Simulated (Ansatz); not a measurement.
# What InPt3C (Pm-3m) distorts into

Aim: this structure of InPt3C (Pm-3m) is to be tested for unstable modes, and one is followed downhill.

Calculated with Ansatz 0.2.0; DFT PBEsol, scalar-relativistic, plane waves, PAW; PAW set soft_1.

## Step 1: The starting structure

The structure is cubic, space group Pm-3m (No. 221). The conventional cell has a = 4.198 Å, b = 4.198 Å, c = 4.198 Å, α = 90.00°, β = 90.00°, γ = 90.00°. Nearest to In lie 12 Pt at 2.97 Å. Nearest to Pt lie 2 C at 2.10 Å and 8 Pt at 2.97 Å and 4 In at 2.97 Å. Nearest to C lie 6 Pt at 2.10 Å. Farther neighbours are not listed.

## Step 2: Response at finite wavevector

The cell comes from relaxations at this level that are not shown. Stability and thermal properties need the whole zone. Linear response on a 4×4×4 q mesh gives force constants as far as a supercell of that size would.

Contents of input.yaml:

```yaml
crystal:
  lattice:
    - [4.1977651068, 0.0, 0.0]
    - [0.0, 4.1977651068, 0.0]
    - [0.0, 0.0, 4.1977651068]
  atoms:
    - { symbol: In, position: [0.0, 0.0, 0.0] }
    - { symbol: Pt, position: [0.5, 0.0, 0.5] }
    - { symbol: Pt, position: [0.5, 0.5, 0.0] }
    - { symbol: Pt, position: [0.0, 0.5, 0.5] }
    - { symbol: C, position: [0.5, 0.5, 0.5] }
kpoints:
  mp_grid: { grid: [8, 8, 8] }
hamiltonian:
  xc: pbesol
  pseudopotentials: { kind: paw, azcp: { folder: soft_1 }, xc_functional: pbe }
scf:
  occupations: { method: methfessel_paxton, width: 0.2 }
output:
  eigenvalues: true
phonons:
  method: dfpt
  qmesh: [4, 4, 4]
  temperatures: { t_max: 1000, t_step: 50 }
  qpath:
    path:
      - [[0.0, 0.0, 0.0], [0.0, 0.5, 0.0], [0.5, 0.5, 0.0], [0.0, 0.0, 0.0], [0.5, 0.5, 0.5], [0.0, 0.5, 0.0]]
      - [[0.5, 0.5, 0.5], [0.5, 0.5, 0.0]]
    npoints: 10
```

Run with:

```sh
$ ansatz run input.yaml --threads 4 --pin off --max-ram 10240MiB --backend cpu --events-out ev --progress --plain --runs-dir out
```

Numbers of over 12 decimals in the logs are rounded to 6 here.

What it wrote:

```text
Engine: ansatz 0.2.0, aarch64-unknown-linux-gnu
Pseudopotentials: kind: paw
Pseudopotential: In, paw, valence charge 13, recommended cutoff 420 eV (normal), soft_1/In.paw.azcp
Pseudopotential: Pt, paw, valence charge 18, recommended cutoff 420 eV (normal), soft_1/Pt.paw.azcp
Pseudopotential: C, paw, valence charge 4, recommended cutoff 420 eV (normal), soft_1/C.paw.azcp
Functional definition: PBEsol
  exchange = pbesol_x
  correlation = pbesol_c
Crystal: 5 atoms, lattice volume = 73.970 Å³
Basis set: ecut = 420 eV, 1419 PW (Γ), exchange–correlation on 60×60×60 points (8 copies of the dense FFT grid, shifted against one another)
Bands: 43, of which v1, the nominal top of the filled ones, is band 36 counted from 1 (35 counted from 0)
Symmetry: 48 space group operations
k-points: 35 of 512
Non-local potential: In, projectors of the file, l = 0: 2, l = 1: 2, l = 2: 2, l = 3: 1
Non-local potential: Pt, projectors of the file, l = 0: 3, l = 1: 2, l = 2: 2, l = 3: 1
Non-local potential: C, projectors of the file, l = 0: 2, l = 1: 2, l = 2: 1
PAW form: soft (Blöchl's): semilocal exchange-correlation on the pseudo side does not see the compensation charge
PAW frozen core: In, regenerated for the run's functional, and the local potential with it (the file was generated under x = pbe(κ = 0.804, μ = 0.219515), c = pbe(β = 0.066725))
PAW frozen core: Pt, regenerated for the run's functional, and the local potential with it (the file was generated under x = pbe(κ = 0.804, μ = 0.219515), c = pbe(β = 0.066725))
PAW frozen core: C, regenerated for the run's functional, and the local potential with it (the file was generated under x = pbe(κ = 0.804, μ = 0.219515), c = pbe(β = 0.066725))
PAW one-centre angular grid: In, 590 points (default); XC on 64 Gauss nodes
PAW one-centre angular grid: Pt, 590 points (default); XC on 64 Gauss nodes
PAW one-centre angular grid: C, 110 points (default); XC on 64 Gauss nodes
Initial density: superposition of atomic densities (chi_scale 0.1, normalization cell, long waves kept (reshape's long-wave potential 0.00 eV rms))
Initial wavefunctions: pseudopotential atomic-orbital guess
Functional: x = pbesol(κ = 0.804, μ = 0.123457), c = pbesol(β = 0.046)
SCF iter   1: F=—  HF=-42929.761806 eV  |F-HF|=—  |Δ(HF+E_count)|=         —  Δρ=1.08e-1  dr2=1.09e1  ethr=3.10e-3  ⟨swp⟩=5.4  Hψ=4929  notcnv=0
preconditioner: auto → Kerker (q_TF=auto, 2.710 Å⁻¹)  [metal: Δε(μ)=0.018 eV  Ē_g=10.855 eV  σ=0.200 eV  W_gap=0.08  n_scr=26 (ndim 8)  ℏωp=29.6 eV  f_vac=0.000  D(μ)=4.41/eV (n_scr^D=32)]
SCF iter   2: F=—  HF=-42927.848475 eV  |F-HF|=—  |Δ(HF+E_count)|=    1.91e0  S|Δr|=    0.00e0  Δρ=5.39e-2  dr2=2.79e0  ethr=3.10e-3  ⟨swp⟩=2.0  Hψ=2429  notcnv=0  defer=54
SCF iter   3: F=—  HF=-42927.175859 eV  |F-HF|=—  |Δ(HF+E_count)|=   6.73e-1  S|Δr|=    0.00e0  Δρ=8.50e-3  dr2=7.30e-2  ethr=3.10e-3  ⟨swp⟩=2.0  Hψ=2279  notcnv=0  defer=54
SCF iter   4: F=—  HF=-42927.159162 eV  |F-HF|=—  |Δ(HF+E_count)|=   1.67e-2  S|Δr|=    0.00e0  Δρ=1.85e-3  dr2=3.59e-3  ethr=1.03e-4  ⟨swp⟩=1.1  Hψ=1809  notcnv=0  defer=54
SCF iter   5: F=—  HF=-42927.158285 eV  |F-HF|=—  |Δ(HF+E_count)|=   8.78e-4  S|Δr|=    0.00e0  Δρ=5.76e-4  dr2=6.57e-4  ethr=5.05e-6  ⟨swp⟩=2.0  Hψ=1859  notcnv=0  defer=54
SCF iter   6: F=—  HF=-42927.158097 eV  |F-HF|=—  |Δ(HF+E_count)|=   1.87e-4  S|Δr|=    0.00e0  Δρ=1.83e-4  dr2=5.03e-5  ethr=9.26e-7  ⟨swp⟩=2.0  Hψ=2041  notcnv=0  defer=54
SCF iter   7: F=—  HF=-42927.158078 eV  |F-HF|=—  |Δ(HF+E_count)|=   1.99e-5  S|Δr|=    0.00e0  Δρ=4.23e-5  dr2=1.34e-6  ethr=7.09e-8  ⟨swp⟩=2.0  Hψ=1894  notcnv=0  defer=54
SCF iter   8: F=—  HF=-42927.158076 eV  |F-HF|=—  |Δ(HF+E_count)|=   1.97e-6  S|Δr|=    0.00e0  Δρ=5.98e-6  dr2=1.58e-8  ethr=1.89e-9  ⟨swp⟩=2.0  Hψ=2168  notcnv=0  defer=54
SCF iter   9: F=—  HF=-42927.158076 eV  |F-HF|=—  |Δ(HF+E_count)|=   5.77e-9  S|Δr|=    0.00e0  Δρ=1.15e-6  dr2=8.94e-10  ethr=2.22e-11  ⟨swp⟩=2.1  Hψ=1978  notcnv=0  defer=54
SCF iter  10: F=—  HF=-42927.158076 eV  |F-HF|=—  |Δ(HF+E_count)|=  2.18e-11  S|Δr|=    0.00e0  Δρ=2.58e-7  dr2=5.47e-11  ethr=1.26e-12  ⟨swp⟩=2.1  Hψ=2098  notcnv=0  defer=54
SCF iter  11: F=-42927.158076 eV  HF=-42927.158076 eV  |F-HF|=0.00e0  |Δ(HF+E_count)|=  7.28e-12  S|Δr|=    0.00e0  Δρ=6.84e-8  dr2=3.71e-12  ethr=1.00e-12  ⟨swp⟩=10.2  Hψ=6964  notcnv=0
SCF 1 converged in 11 iterations: F = -42927.158076 eV  dr2 = 3.71e-12
  greatest PAW one-centre occupation: 1.000 electrons in one spin orbital (limit 2), on the Pt atom at site 3 (counted from 0), in its partial waves of l = 0
phonons: the bands overlap, so this run is a metal and interpolates without the dipole-dipole term. If the crystal is really an insulator or semiconductor, its LO-TO splitting is missing
NSCF: frozen V_eff on 35 k-points
NSCF: frozen V_eff on 125 k-points
DFPT response loops at q = (0, 0, 0) (fractional): preconditioner auto → Kerker (q_TF=auto, 2.710 Å⁻¹) (partly filled bands, converged f_vac=0.000); β = 1.00, the filter's whole step (`scf.mixing.beta` (0.50) is not read by the response loops under this deck's `scf.mixing.preconditioner`; to damp them name `kerker` or `kerker_dos`, under which they read `scf.mixing.beta`, and type it under 1.00, their step now; both keys bind the ground state too); Broyden in place of MSR1
NSCF: frozen V_eff on 400 k-points
DFPT response loops at q = (0, 0, 0.25) (fractional): mixed as the last ones told, above
NSCF: frozen V_eff on 250 k-points
DFPT response loops at q = (0, 0, -0.5) (fractional): mixed as the last ones told, above
NSCF: frozen V_eff on 640 k-points
DFPT response loops at q = (0, 0.25, 0.25) (fractional): mixed as the last ones told, above
NSCF: frozen V_eff on 400 k-points
DFPT response loops at q = (0, 0.25, -0.5) (fractional): mixed as the last ones told, above
NSCF: frozen V_eff on 250 k-points
DFPT response loops at q = (0, -0.5, -0.5) (fractional): mixed as the last ones told, above
NSCF: frozen V_eff on 1024 k-points
DFPT response loops at q = (0.25, 0.25, 0.25) (fractional): mixed as the last ones told, above
NSCF: frozen V_eff on 640 k-points
DFPT response loops at q = (0.25, 0.25, -0.5) (fractional): mixed as the last ones told, above
NSCF: frozen V_eff on 400 k-points
DFPT response loops at q = (0.25, -0.5, -0.5) (fractional): mixed as the last ones told, above
NSCF: frozen V_eff on 250 k-points
DFPT response loops at q = (-0.5, -0.5, -0.5) (fractional): mixed as the last ones told, above
SCF converged after 11 iterations
Stability not checked: this state was not tested for a lower state beside it, because cold or Methfessel-Paxton smearing, or corrected tetrahedra, fill the levels in a way that the test cannot read (fill_not_monotonic; see scf.lower_state_search)
Free energy (F): -42927.158076 eV
Harris-Foulkes:  -42927.158076 eV  (|F-HF|=0.00e0)
Internal energy: -42927.154234 eV  (E = F + TS)
E sigma→0 (E₀):  -42927.157115 eV
Entropy (-TS):   -0.003842 eV (-0.768 meV/atom)
Fermi energy:    19.389274 eV
--- Per-component energies (eV) ---
  E_band       = -492.423669
  E_kinetic    = 2101.226123
  E_local      = -5958.934481  (includes V_loc(G=0)·N_el)
  E_nonlocal   = 975.511747
  E_hartree    = 2298.666885
  E_xc         = -881.050671
  E_vxc        = -959.870161  (∫ρ·V_xc dr)
  E_paw        = -32274.095445  (= ΣΔE_a)
  E_vpaw       = -1247.694090  (= ΣTr[D̂ρ^β])
  E_aug_tail   = 0.003389  (compensation charges beyond the density's cutoff)
  E_ewald      = -9189.599877
  E_core_change = 1.118098  (= ΣΔE_core)
  E_smearing   = -0.003842  (= −TS)
  E_closure    = 0.000000  (closes the sum)
  Σ components = -42927.158076   (vs F -42927.158076, Δ=0.00e0)
--- Band table (eV; the first three rows and the last of 35) ---
  k-point 0: bands = [... 32 lower, 18.4441, 18.4881, 18.4881, 18.4881, 20.8760, 20.8760, 20.8760, 21.9186, ... 3 higher]
  k-point 1: bands = [... 32 lower, 18.3130, 18.4885, 18.5831, 18.5831, 20.4610, 21.1689, 21.1689, 22.3274, ... 3 higher]
  k-point 2: bands = [... 32 lower, 17.9367, 18.4893, 18.8181, 18.8181, 20.4525, 21.9359, 21.9359, 22.4293, ... 3 higher]
  k-point 34: bands = [... 32 lower, 17.1643, 18.2777, 18.2777, 18.2777, 20.4597, 20.4597, 20.4597, 20.6301, ... 3 higher]
--- Phonons (Γ-DFPT): 4 representative perturbations + reference (Σ response iterations 15) ---
  ASR residual: 6.185e-5 → 0.000e0 eV/Å²; symmetrization residual: 3.530e-6 eV/Å²
  ASR residual per site (eV/Å²): 1.55e-5 6.18e-5 6.18e-5 6.18e-5 1.11e-5
  Γ frequencies (cm⁻¹): -65.64 -65.64 -65.64 0.00 0.00 0.00 17.64 17.64 17.64 95.69 95.69 95.69 371.11 371.11 371.11
--- Phonons (arbitrary-q DFPT): 10 irreducible q on the 4×4×4 mesh ---
  q = [0.0000, 0.0000, 0.0000] (star 1, of the zone-centre solve; hermiticity 6.09e-7, symmetrization 9.62e-12): -65.64 -65.64 -65.64 -0.00 0.00 0.00 17.64 17.64 17.64 95.69 95.69 95.69 371.11 371.11 371.11
  q = [0.0000, 0.0000, 0.2500] (star 6, 9 solved perturbations in 1560 linear systems a pass and spin channel, the states on 200 of 512 k-point pairs; hermiticity 8.04e-7, symmetrization 1.06e-12): -68.33 -65.03 -65.03 -29.06 -29.06 9.93 35.10 35.10 95.10 95.10 101.06 110.15 366.22 366.22 522.92
  q = [0.0000, 0.0000, -0.5000] (star 3, 9 solved perturbations in 975 linear systems a pass and spin channel, the states on 125 of 512 k-point pairs; hermiticity 3.72e-7, symmetrization 1.51e-12): -71.03 -69.71 -69.71 -32.10 -32.10 27.06 43.42 43.42 95.54 95.54 112.23 129.00 354.60 354.60 627.74
  q = [0.0000, 0.2500, 0.2500] (star 12, 9 solved perturbations in 2460 linear systems a pass and spin channel, the states on 320 of 512 k-point pairs; hermiticity 5.28e-7, symmetrization 1.56e-13): -83.94 -72.86 -67.04 -53.11 -41.37 -40.34 38.16 83.60 95.15 101.56 105.00 130.00 358.54 510.97 525.99
  q = [0.0000, 0.2500, -0.5000] (star 12, 15 solved perturbations on 200 of 512 k-point pairs; hermiticity 4.50e-7, symmetrization 2.90e-13): -85.27 -83.81 -80.27 -65.78 -40.89 -33.84 41.67 83.33 96.22 102.80 111.35 149.49 357.00 514.60 623.20
  q = [0.0000, -0.5000, -0.5000] (star 3, 9 solved perturbations in 975 linear systems a pass and spin channel, the states on 125 of 512 k-point pairs; hermiticity 6.11e-7, symmetrization 2.39e-13): -99.83 -99.83 -91.09 -91.09 -53.17 39.75 46.73 83.19 96.87 106.54 106.54 165.76 366.12 623.45 623.45
  q = [0.2500, 0.2500, 0.2500] (star 8, 4 solved perturbations in 1376 linear systems a pass and spin channel, the states on 512 of 512 k-point pairs; hermiticity 2.91e-7, symmetrization 2.12e-12): -89.40 -74.27 -73.59 -73.59 -53.26 -53.26 81.10 81.10 101.57 101.57 105.28 150.00 504.30 526.08 526.08
  q = [0.2500, 0.2500, -0.5000] (star 12, 9 solved perturbations in 2460 linear systems a pass and spin channel, the states on 320 of 512 k-point pairs; hermiticity 2.57e-7, symmetrization 1.03e-12): -82.91 -80.71 -79.37 -77.31 -62.72 -43.10 81.02 83.25 102.28 102.96 107.84 168.51 514.69 526.93 620.55
  q = [0.2500, -0.5000, -0.5000] (star 6, 9 solved perturbations in 1560 linear systems a pass and spin channel, the states on 200 of 512 k-point pairs; hermiticity 2.24e-7, symmetrization 2.93e-13): -82.15 -82.15 -74.05 -74.05 -60.64 -41.68 75.56 83.51 102.91 106.71 106.71 184.37 523.86 618.90 618.90
  q = [-0.5000, -0.5000, -0.5000] (star 1, 4 solved perturbations in 350 linear systems a pass and spin channel, the states on 125 of 512 k-point pairs; hermiticity 7.88e-8, symmetrization 4.46e-12): -64.27 -64.27 -64.27 -21.35 -21.35 -21.35 81.21 81.21 107.16 107.16 107.16 201.04 617.23 617.23 617.23
  sum rule: each row above includes the acoustic sum rule's correction from the zone centre's row sums; it moved no ω² by more than (0.50 cm⁻¹)²
  mesh force constants: q→R imaginary residual 7.59e-19; ASR residual 6.185e-5 → 0.000e0 eV/Å²; symmetrization residual 1.421e-14 eV/Å²
  interpolated dispersion: 62 rows × 15 modes
  density of states and harmonic sums: on the 16×16×16 q-mesh, interpolated from the force constants of a 4×4×4 supercell (no non-analytic term)
  largest difference from the sums on the solved wave vectors: F 3.84e-2 eV, S 4.52e-5 and C_V 8.81e-6 eV/K
  zero-point energy: 0.130859 eV/cell   skipped modes (ω ≤ 0): 960, of them read as no rigid motion or as one in doubt: 957 (5.890e0 modes/cell left out, lowest -99.83 cm⁻¹)   left out of the sums: 3.93e-1 of the cell's modes: C_V's classical limit lies that fraction below 3 k_B per atom; for a crystal, a wire or a layer, F and S can be off by more, and a phonons.interpolated_qmesh denser along its periods is the remedy for the sampling
```

It took 26 min on 4 threads of Arm Neoverse V1, shared host; peak memory 3.7 GiB.

Numbers from this step:

```yaml
volume_per_atom: 14.79 Å³
gap_on_the_k_mesh: 0 eV
sum_rule_residual_before_enforcement: 6.18e-5 eV/Å²
lowest_frequency_on_the_path: -99.83 cm⁻¹
point_group: m-3m
highest_frequency_on_the_path_or_at_a_solved_wavevector: 627.7 cm⁻¹
highest_optical_mode_at_the_zone_centre_no_lo_to_term: 371.1 cm⁻¹
lowest_optical_zone_centre_mode: -65.64 cm⁻¹
lowest_mode_on_the_q_mesh_acoustic_modes_at_gamma_apart: -99.83 cm⁻¹
```

Frequencies (cm⁻¹) solved at each irreducible wavevector; negative means imaginary. Frequencies by wavevector, by row:

```csv
q in reciprocal lattice units,star,mode 1,mode 2,mode 3,mode 4,mode 13,mode 14,mode 15
0 0 0,1,-65.6,-65.6,-65.6,0,371.1,371.1,371.1
0 0 0.25,6,-68.3,-65,-65,-29.1,366.2,366.2,522.9
0 0 -0.5,3,-71,-69.7,-69.7,-32.1,354.6,354.6,627.7
0 0.25 0.25,12,-83.9,-72.9,-67,-53.1,358.5,511,526
0 0.25 -0.5,12,-85.3,-83.8,-80.3,-65.8,357,514.6,623.2
0 -0.5 -0.5,3,-99.8,-99.8,-91.1,-91.1,366.1,623.5,623.5
0.25 0.25 0.25,8,-89.4,-74.3,-73.6,-73.6,504.3,526.1,526.1
0.25 0.25 -0.5,12,-82.9,-80.7,-79.4,-77.3,514.7,526.9,620.5
0.25 -0.5 -0.5,6,-82.2,-82.2,-74,-74,523.9,618.9,618.9
-0.5 -0.5 -0.5,1,-64.3,-64.3,-64.3,-21.4,617.2,617.2,617.2
```

Interpolated from a 4×4×4 q mesh. Phonon branches along the path, in cm⁻¹:

```
    point  branch 1  branch 2  branch 3  branch 4  branch 12  branch 13  branch 14  branch 15
        Γ       -66       -66       -66         0         96        371        371        371
  halfway       -68       -65       -65       -29        110        366        366        523
        X       -71       -70       -70       -32        129        355        355        628
  halfway       -85       -84       -80       -66        150        357        515        623
        M      -100      -100       -91       -91        166        366        624        624
  halfway       -84       -73       -67       -53        130        358        511        526
        Γ       -66       -66       -66         0         96        371        371        371
  halfway       -89       -74       -74       -74        150        504        526        526
        R       -64       -64       -64       -21        201        617        617        617
  halfway       -83       -81       -79       -77        168        515        527        620
        X       -71       -70       -70       -32        129        355        355        628
jump to R       -64       -64       -64       -21        201        617        617        617
  halfway       -82       -82       -74       -74        184        524        619        619
        M      -100      -100       -91       -91        166        366        624        624
```

Symmetry leaves 10 wavevectors to solve. The lowest mode among them, the acoustic zeros apart, lies at q = (0, -0.5, -0.5) and is imaginary, 99.8i cm⁻¹, so the energy falls along it.

## Step 3: The mode frozen in, largest atomic shift 0 Å

The mode followed lies at q = (0, -0.5, -0.5) with frequency 99.8i cm⁻¹ and is 2-fold degenerate, the softest among the wavevectors solved. At small amplitude the distorted cell has space group no. 67 by a symmetry search on the positions. The undistorted cell that holds it gives the zero of energy on the same k mesh.

System of this step: InPt3C. It takes space group Pm-3m (No. 221, cubic). Conventional cell: a = 4.198 Å, b = 4.198 Å, c = 4.198 Å, α = 90.00°, β = 90.00°, γ = 90.00°. Nearest to In lie 12 Pt at 2.97 Å. Pt has 2 C at 2.10 Å and 8 Pt at 2.97 Å and 4 In at 2.97 Å nearest. Nearest to Pt lie 2 C at 2.10 Å and 4 In at 2.97 Å and 8 Pt at 2.97 Å. Nearest to C lie 6 Pt at 2.10 Å. Farther neighbours are not listed.

Contents of input.yaml:

```yaml
crystal:
  lattice:
    - [-4.1977651068, 0.0, 0.0]
    - [0.0, -4.1977651068, -4.1977651068]
    - [0.0, -4.1977651068, 4.1977651068]
  atoms:
    - { symbol: In, position: [0.0, 0.5, 0.5] }
    - { symbol: In, position: [0.0, 1.0, 1.0] }
    - { symbol: Pt, position: [0.5, 0.75, 0.25] }
    - { symbol: Pt, position: [0.5, 0.25, 0.75] }
    - { symbol: Pt, position: [0.5, 0.75, 0.75] }
    - { symbol: Pt, position: [0.5, 0.25, 0.25] }
    - { symbol: Pt, position: [1.0, 0.0, 0.5] }
    - { symbol: Pt, position: [1.0, 0.5, 0.0] }
    - { symbol: C, position: [0.5, 0.0, 0.5] }
    - { symbol: C, position: [0.5, 0.5, 0.0] }
kpoints:
  mp_grid: { grid: [8, 6, 6] }
hamiltonian:
  xc: pbesol
  pseudopotentials: { kind: paw, azcp: { folder: soft_1 }, xc_functional: pbe }
scf:
  occupations: { method: methfessel_paxton, width: 0.2 }
output:
  forces: true
  stress: true
  eigenvalues: true
```

What it wrote:

```text
[...]
Crystal: 10 atoms, lattice volume = 147.940 Å³
Basis set: ecut = 420 eV, 2871 PW (Γ), exchange–correlation on 60×80×80 points (8 copies of the dense FFT grid, shifted against one another)
Bands: 86, of which v1, the nominal top of the filled ones, is band 71 counted from 1 (70 counted from 0)
Symmetry: 32 space group operations
[...]
k-points: 50 of 288
[...]
k-point 0: bands = [... 67 lower, 18.4917, 18.4932, 18.4932, 18.9597, 18.9597, 20.3915, 20.8751, 20.8751, ... 11 higher]
  k-point 1: bands = [... 67 lower, 18.4181, 18.6199, 18.6516, 18.9705, 19.1565, 20.2856, 20.4061, 21.0910, ... 11 higher]
  k-point 2: bands = [... 67 lower, 18.2013, 18.8851, 18.9932, 19.0558, 19.4971, 19.9562, 19.9859, 21.7992, ... 11 higher]
  k-point 49: bands = [... 67 lower, 17.9091, 18.9592, 18.9592, 18.9614, 18.9614, 20.3906, 20.3906, 21.6045, ... 11 higher]
[key lines of the parts left out:]
SCF converged after 9 iterations
Free energy (F): -85854.312530 eV
Fermi energy:    19.415070 eV
P = ⅓ Tr σ = -0.0087 GPa (-0.087 kbar)
```

Run time: 13 s. Hardware: 4 threads; peak memory 0.84 GiB.

Numbers from this step:

```
pressure                         : -0.008717 GPa
energy from the undistorted cell : 0 meV/atom
```

The run ends at a pressure of -0.01 GPa.

(Continued in part 2 of 3.)

[Logs are printed without paths, hosts, clocks, repeated set-up lines and the standing remarks that a program may print on its own settings, such as how far it seeks lower states.]

[Hosts, paths, dates, database ids (printed as entryN), source tags and the programs' standing remarks are cut or masked in the printed files.]
